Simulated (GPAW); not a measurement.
Consider BaTiO3 (P4mm).

```
Ba Ti O
1.0
     3.99980    0.00000    0.00000
     0.00000    3.99980    0.00000
     0.00000    0.00000    4.01800
Ba Ti O
1 1 3
Direct
  0.00000 0.00000 0.00000
  0.50000 0.50000 0.49000
  0.00000 0.50000 0.51700
  0.50000 0.00000 0.51700
  0.50000 0.50000 0.01900
```

Absorber: atom 2, with 1 O at 1.89 Å, 4 O at 2.00 Å and 1 O at 2.13 Å (distorted octahedral, site symmetry 4mm). Method: GPAW, PBE, full core hole (charged cell), 20-atom cell with 6.9 Å between holes, 4×4×4 k points, dipole transitions, Gaussian full width 0.94 eV up to 4 eV, rising linearly to 3.5 eV at 25 eV.

The database entry behind the starting cell differs from later determinations by our own check (c/a about 0.6 % short), so it need not match the best structure at ambient conditions.

What does the Ti K edge look like?

Main maxima up to 30 eV above the zero (height): 2.4 eV (0.23), 5.3 eV (0.48), 14.0 eV (2.58) and 25.4 eV (2.17). A K edge sees empty p states. The first eV above the zero hold little dipole weight, as the lowest empty bands are of d character; the main edge, of 4p character, rises through 0.6 near 12 eV above the zero. The total-energy difference plus the lowest empty eigenvalue puts the zero at 4984.65 eV. One term is added: -22.82 eV, since the hole is spin-paired here and a spin-polarised one costs that much less in the free atom (computed apart). The photon energy is then 4961.83 eV. The tabulated edge of the element is 4966 eV. The functional and the charged cell's background leave an error of a few eV in such absolute values.

The Ti K spectrum (energy from the lowest empty level; intensity scaled to a mean of 1 over the first 20 eV; polarised curves are means over the symmetry-equivalent atoms):

```csv
E (eV),isotropic,ε ⊥ c,ε ∥ c
-2.0,0.00,0.00,0.00
-1.0,0.00,0.00,0.00
0.0,0.01,0.01,0.00
1.0,0.01,0.01,0.02
2.0,0.18,0.08,0.39
3.0,0.12,0.09,0.17
4.0,0.15,0.15,0.16
5.0,0.44,0.41,0.50
6.0,0.35,0.33,0.37
7.0,0.18,0.19,0.16
8.0,0.18,0.19,0.17
9.0,0.14,0.15,0.13
10.0,0.14,0.14,0.13
11.0,0.30,0.29,0.31
12.0,0.96,0.92,1.03
13.0,2.13,2.05,2.27
14.0,2.58,2.56,2.61
15.0,2.40,2.43,2.33
16.0,2.30,2.33,2.23
17.0,2.19,2.22,2.13
18.0,2.10,2.14,2.02
19.0,2.12,2.17,2.03
20.0,2.02,2.07,1.91
21.0,1.83,1.88,1.72
22.0,1.78,1.83,1.69
23.0,1.92,1.96,1.83
24.0,2.07,2.11,2.00
25.0,2.16,2.19,2.09
26.0,2.15,2.18,2.08
27.0,2.03,2.06,1.95
28.0,1.80,1.84,1.73
29.0,1.53,1.56,1.47
30.0,1.32,1.34,1.28
31.0,1.25,1.27,1.21
32.0,1.26,1.28,1.22
```

Quadrupole 1s→3d transitions, which feed the pre-edge, are not in the dipole spectrum. The mesh is coarse (0.28 Å⁻¹ between points), so small maxima may be mesh ripples. Lifetime broadening is put in by hand, and intensities beyond about 20 eV depend on it and on the partial waves. The structure is a published determination, not relaxed.

[Banner, clock and machine lines of the logs are left out without a mark of their own.]

[Logs are printed without paths, hosts, clocks, repeated set-up lines and the standing remarks that a program may print on its own settings, such as how far it seeks lower states.]

[Hosts, paths, dates, database ids (printed as entryN), source tags and the programs' standing remarks are cut or masked in the printed files.]

[Lists of maxima count a maximum above −3 eV only where it reaches 4 % of the highest in the window and stands out from its surroundings by 2 % of it (1.5 % where it reaches 55 %); shoulders and weaker maxima are passed over, and of the rest the first, up to two pre-edge ones and the few strongest are named.]
